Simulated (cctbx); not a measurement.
**A crystallographic session in cctbx: BaCo4Sb12**

Library: cctbx 2025.11. The data are simulated by the first script.

## 1. Simulate the data

run.py:

```python
from cctbx import adptbx, crystal, miller, sgtbx, xray
from cctbx.array_family import flex
from iotbx.shelx import hklf
from scitbx import matrix
import scitbx.random

cs = crystal.symmetry(unit_cell=(9.337, 9.337, 9.337, 90, 90, 90), space_group_symbol='Hall: -I 2 2 3')  # Im-3
atoms = [  # label, site, U (iso, or U11 U22 U33 U12 U13 U23 in A^2), occupancy
    ("Ba1", (0, 0, 0), (0.0136, 0.0136, 0.0136, 0.0000, 0.0000, 0.0000), 0.9),
    ("Co1", (0, 0, 0), (0.0136, 0.0136, 0.0136, 0.0000, 0.0000, 0.0000), 0.1),
    ("Sb1", (0.6555, 0.1548, 0), (0.0095, 0.0113, 0.0171, 0.0002, 0.0000, 0.0000), 1),
    ("Co2", (0.75, 0.25, 0.25), (0.0165, 0.0165, 0.0165, 0.0009, 0.0009, -0.0009), 0.975),
    ("Ba2", (0.75, 0.25, 0.25), (0.0165, 0.0165, 0.0165, 0.0009, 0.0009, -0.0009), 0.025),
]
xs = xray.structure(crystal_symmetry=cs)
for label, site, u, occ in atoms:
    u = adptbx.u_cif_as_u_star(cs.unit_cell(), u) if isinstance(u, tuple) else u
    xs.add_scatterer(xray.scatterer(label, site=site, u=u, occupancy=occ))
xs.set_inelastic_form_factors(0.71073, "sasaki")
xs.show_summary()
p1 = xs.expand_to_p1()
ms = miller.build_set(p1, anomalous_flag=True, d_min=0.6)
flex.set_random_seed(812552)
scitbx.random.set_random_seed(812552)
ms = ms.select(flex.random_double(ms.size()) < 0.95)
i = ms.structure_factors_from_scatterers(p1, algorithm="direct").f_calc().as_intensity_array().data()
i = i / flex.sqrt(1 + 0.3 * i / flex.max(i))  # extinction
i = i * 20000 / flex.max(i)
sig = flex.sqrt(i + flex.pow2(0.04 * i) + 8 ** 2)
noise = scitbx.random.variate(scitbx.random.normal_distribution())(i.size())
data = ms.array(data=i + sig * noise, sigmas=sig).set_observation_type_xray_intensity()
with open("data.hkl", "w") as f:
    data.export_as_shelx_hklf(f)
print("reflections written:", data.size(), " <I/sigma> = %.1f" % flex.mean(data.data() / data.sigmas()))
for h, a, b in list(data.sort("data"))[:12]:
    print("%4d%4d%4d %9.1f %7.1f" % (h + (a, b)))
```

```console
$ python run.py
```

```text
Number of scatterers: 5
At special positions: 5
Unit cell: (9.337, 9.337, 9.337, 90, 90, 90)
Space group: I m -3 (No. 204)
reflections written: 14970  <I/sigma> = 4.9
  -3   0   1   21898.0   812.4
  -1   3   0   20743.8   812.4
   0   1   3   20697.3   812.4
  -1  -3   0   20601.3   812.4
   1   3   0   20504.9   812.4
   3   0   1   20474.7   812.4
   3   0  -1   20359.5   812.4
   1  -3   0   20184.5   812.4
   0  -1  -3   19838.0   812.4
   0  -1   3   19805.9   812.4
   0   1  -3   19792.8   812.4
   0   0   6   14295.0   558.9
```

It took 0.29 s on 1 thread of Arm Neoverse V2, on a shared host, peak memory 0.08 GiB.

## 2. Refinement

run.py:

```python
import math
from cctbx import adptbx, crystal, maptbx, sgtbx, xray
from cctbx.array_family import flex
from cctbx.xray import observations
from iotbx.shelx import hklf
from scitbx.lstbx import normal_eqns_solving
from smtbx import absolute_structure, utils
from smtbx.refinement import constraints, least_squares

cs = crystal.symmetry(unit_cell=(9.337, 9.337, 9.337, 90, 90, 90), space_group_symbol='Hall: -I 2 2 3')  # Im-3
atoms = [  # label, site, U (iso, or U11 U22 U33 U12 U13 U23 in A^2), occupancy
    ("Ba1", (0, 0, 0), 0.0200, 1),
    ("Sb1", (0.6555, 0.1548, 0), 0.0200, 1),
    ("Co2", (0.75, 0.25, 0.25), 0.0200, 1),
]
xs = xray.structure(crystal_symmetry=cs)
for label, site, u, occ in atoms:
    u = adptbx.u_cif_as_u_star(cs.unit_cell(), u) if isinstance(u, tuple) else u
    xs.add_scatterer(xray.scatterer(label, site=site, u=u, occupancy=occ))
xs.set_inelastic_form_factors(0.71073, "sasaki")
xs.convert_to_anisotropic()
raw = hklf.reader(file_name="data.hkl").as_miller_arrays(crystal_symmetry=cs, anomalous=True)[0]
merged = raw.eliminate_sys_absent().merge_equivalents()
fo2 = merged.array().set_observation_type_xray_intensity()
print("Rint %.3f, %d unique reflections to %.2f A" % (merged.r_int(), fo2.size(), fo2.d_min()))
for sc in xs.scatterers():
    sc.flags.set_grad_site(True)
    sc.flags.set_grad_u_aniso(sc.flags.use_u_aniso())
    sc.flags.set_grad_u_iso(sc.flags.use_u_iso())
obs = fo2.as_xray_observations()
extra = {}
rep = constraints.reparametrisation(xs, [], utils.connectivity_table(xs), **extra)
ls = least_squares.crystallographic_ls(obs, rep, weighting_scheme=least_squares.mainstream_shelx_weighting(a=0, b=0))
print("cycle     R1     wR2    GooF  max shift (A)")
for cycle in range(12):
    ls.build_up()
    r1, wr2, goof = ls.r1_factor(cutoff_factor=2)[0], ls.wR2(), ls.goof()
    old = xs.sites_cart()
    normal_eqns_solving.levenberg_marquardt_iterations(ls, n_max_iterations=3, tau=1e-06, step_threshold=1e-7)
    big = flex.max((xs.sites_cart() - old).norms())
    print("%4d %7.4f %7.4f %7.3f %9.5f" % (cycle + 1, r1, wr2, goof, big))
    ls.build_up(objective_only=True)
    if abs(ls.wR2() - wr2) < 5e-5 and big < 5e-4:
        break
ls.build_up()
print("final R1 %.4f wR2 %.4f GooF %.3f  parameters %d  data/parameter %.1f" % (ls.r1_factor(cutoff_factor=2)[0], ls.wR2(), ls.goof(), ls.n_parameters, fo2.size() / ls.n_parameters))
cov = ls.covariance_matrix_and_annotations()
su = dict(zip(cov.annotations, (math.sqrt(max(v, 0)) for v in cov.matrix.matrix_packed_u_diagonal())))
a2 = cs.unit_cell().reciprocal_parameters()[0] ** -2
print("atom        x        y        z      Ueq    occ   su(xyz)  su(Uiso or U11)")
for sc in xs.scatterers():
    s = max(su.get(sc.label + k, 0) for k in (".x", ".y", ".z"))
    npd = "" if sc.is_positive_definite_u(cs.unit_cell()) else "  NPD"
    print("%-5s %8.5f %8.5f %8.5f %8.4f %6.3f %8.5f %7.4f%s" % ((sc.label,) + sc.site + (sc.u_iso_or_equiv(cs.unit_cell()), sc.occupancy, s, su.get(sc.label + ".uiso", su.get(sc.label + ".u11", 0) * a2), npd)))
fo = fo2.f_sq_as_f()
fc = fo.structure_factors_from_scatterers(xs, algorithm="direct").f_calc()
diff = fo.f_obs_minus_f_calc(1 / math.sqrt(ls.scale_factor()), fc).average_bijvoet_mates()
m = diff.fft_map(symmetry_flags=maptbx.use_space_group_symmetry, resolution_factor=0.25).apply_volume_scaling()
print("difference map: max %.2f min %.2f rms %.2f" % (m.statistics().max(), m.statistics().min(), m.statistics().sigma()))
peaks = m.peak_search(parameters=maptbx.peak_search_parameters(min_distance_sym_equiv=0.6, max_clusters=6)).all()
near = xs.closest_distances(peaks.sites(), distance_cutoff=4)
sps = cs.special_position_settings(min_distance_sym_equiv=0.5)
for k, (x, h) in enumerate(zip(peaks.sites(), peaks.heights())):
    ss = sps.site_symmetry(x)
    print("Q%-3d %7.4f %7.4f %7.4f %4d %7.2f  %.2f A from %s" % ((k + 1,) + tuple(t % 1 for t in ss.exact_site()) + (ss.multiplicity(), h, near.smallest_distances[k], xs.scatterers()[near.i_seqs[k]].label)))
```

```console
$ python run.py
```

```text
Rint 0.042, 382 unique reflections to 0.60 A
cycle     R1     wR2    GooF  max shift (A)
   1  0.1183  0.2463  12.899   0.00025
   2  0.0171  0.0344   1.801   0.00000
final R1 0.0171 wR2 0.0344 GooF 1.801  parameters 9  data/parameter 42.4
atom        x        y        z      Ueq    occ   su(xyz)  su(Uiso or U11)
Ba1    0.00000  0.00000  0.00000   0.0153  1.000  0.00000  0.0001
Sb1    0.65553  0.15480  0.00000   0.0123  1.000  0.00002  0.0001
Co2    0.75000  0.25000  0.25000   0.0149  1.000  0.00000  0.0001
difference map: max 0.91 min -5.02 rms 0.33
Q1    0.0000  0.2011  0.5000   12    0.91  1.98 A from Sb1
Q2    0.2299  0.2299  0.2299   16    0.90  0.32 A from Co2
Q3    0.0000  0.2635  0.4592   24    0.68  1.68 A from Sb1
Q4    0.0000  0.0808  0.4104   24    0.65  1.74 A from Sb1
Q5    0.0000  0.1440  0.0607   24    0.64  1.46 A from Ba1
Q6    0.0000  0.0981  0.2689   24    0.64  1.85 A from Sb1
```

Time: 0.4 s.

This run holds a fault made on purpose: disorder ignored: each site full, of its main element.

## 3. Refinement (occupancies of the disordered sites free, main element alone)

run.py, as its changes from the last script of this kind:

```diff
@@ -12,3 +12,3 @@
-    ("Ba1", (0, 0, 0), 0.0200, 1),
-    ("Sb1", (0.6555, 0.1548, 0), 0.0200, 1),
-    ("Co2", (0.75, 0.25, 0.25), 0.0200, 1),
+    ("Ba1", (0, 0, 0), 0.0120, 1),
+    ("Sb1", (0.65553, 0.1548, 0), 0.0120, 1),
+    ("Co2", (0.75, 0.25, 0.25), 0.0120, 1),
@@ -29,0 +30 @@
+    sc.flags.set_grad_occupancy(sc.label in ('Ba1', 'Co2'))
@@ -35 +36 @@
-for cycle in range(12):
+for cycle in range(20):
@@ -54,0 +56,2 @@
+print("su of occupancy Ba1: %.3f" % su["Ba1.occ"])
+print("su of occupancy Co2: %.3f" % su["Co2.occ"])
```

```console
$ python run.py
```

```text
Rint 0.042, 382 unique reflections to 0.60 A
cycle     R1     wR2    GooF  max shift (A)
   1  0.0570  0.1458   7.659   0.00006
   2  0.0158  0.0315   1.656   0.00002
   3  0.0149  0.0296   1.553   0.00002
   4  0.0143  0.0282   1.479   0.00001
   5  0.0139  0.0272   1.428   0.00001
   6  0.0136  0.0265   1.393   0.00001
   7  0.0134  0.0261   1.370   0.00001
   8  0.0132  0.0258   1.354   0.00001
   9  0.0131  0.0256   1.343   0.00000
  10  0.0130  0.0254   1.336   0.00000
  11  0.0130  0.0253   1.331   0.00000
  12  0.0129  0.0253   1.328   0.00000
final R1 0.0129 wR2 0.0252 GooF 1.326  parameters 11  data/parameter 34.7
atom        x        y        z      Ueq    occ   su(xyz)  su(Uiso or U11)
Ba1    0.00000  0.00000  0.00000   0.0135  0.947  0.00000  0.0001
Sb1    0.65551  0.15479  0.00000   0.0123  1.000  0.00002  0.0001
Co2    0.75000  0.25000  0.25000   0.0157  1.026  0.00000  0.0002
su of occupancy Ba1: 0.004
su of occupancy Co2: 0.004
difference map: max 0.87 min -2.14 rms 0.27
Q1    0.0000  0.2006  0.5000   12    0.88  1.98 A from Sb1
Q2    0.0000  0.0000  0.3763   12    0.65  1.48 A from Sb1
Q3    0.0000  0.2621  0.4594   24    0.65  1.69 A from Sb1
Q4    0.0000  0.0805  0.4116   24    0.64  1.75 A from Sb1
Q5    0.1399  0.1399  0.1399   16    0.60  1.78 A from Co2
Q6    0.0000  0.0986  0.2685   24    0.60  1.85 A from Sb1
```

Run time: 0.8 s on 1 thread of Arm Neoverse V2, on a shared host, peak memory 0.09 GiB.

[Logs are printed without paths, hosts, clocks, repeated set-up lines and the standing remarks that a program may print on its own settings, such as how far it seeks lower states.]
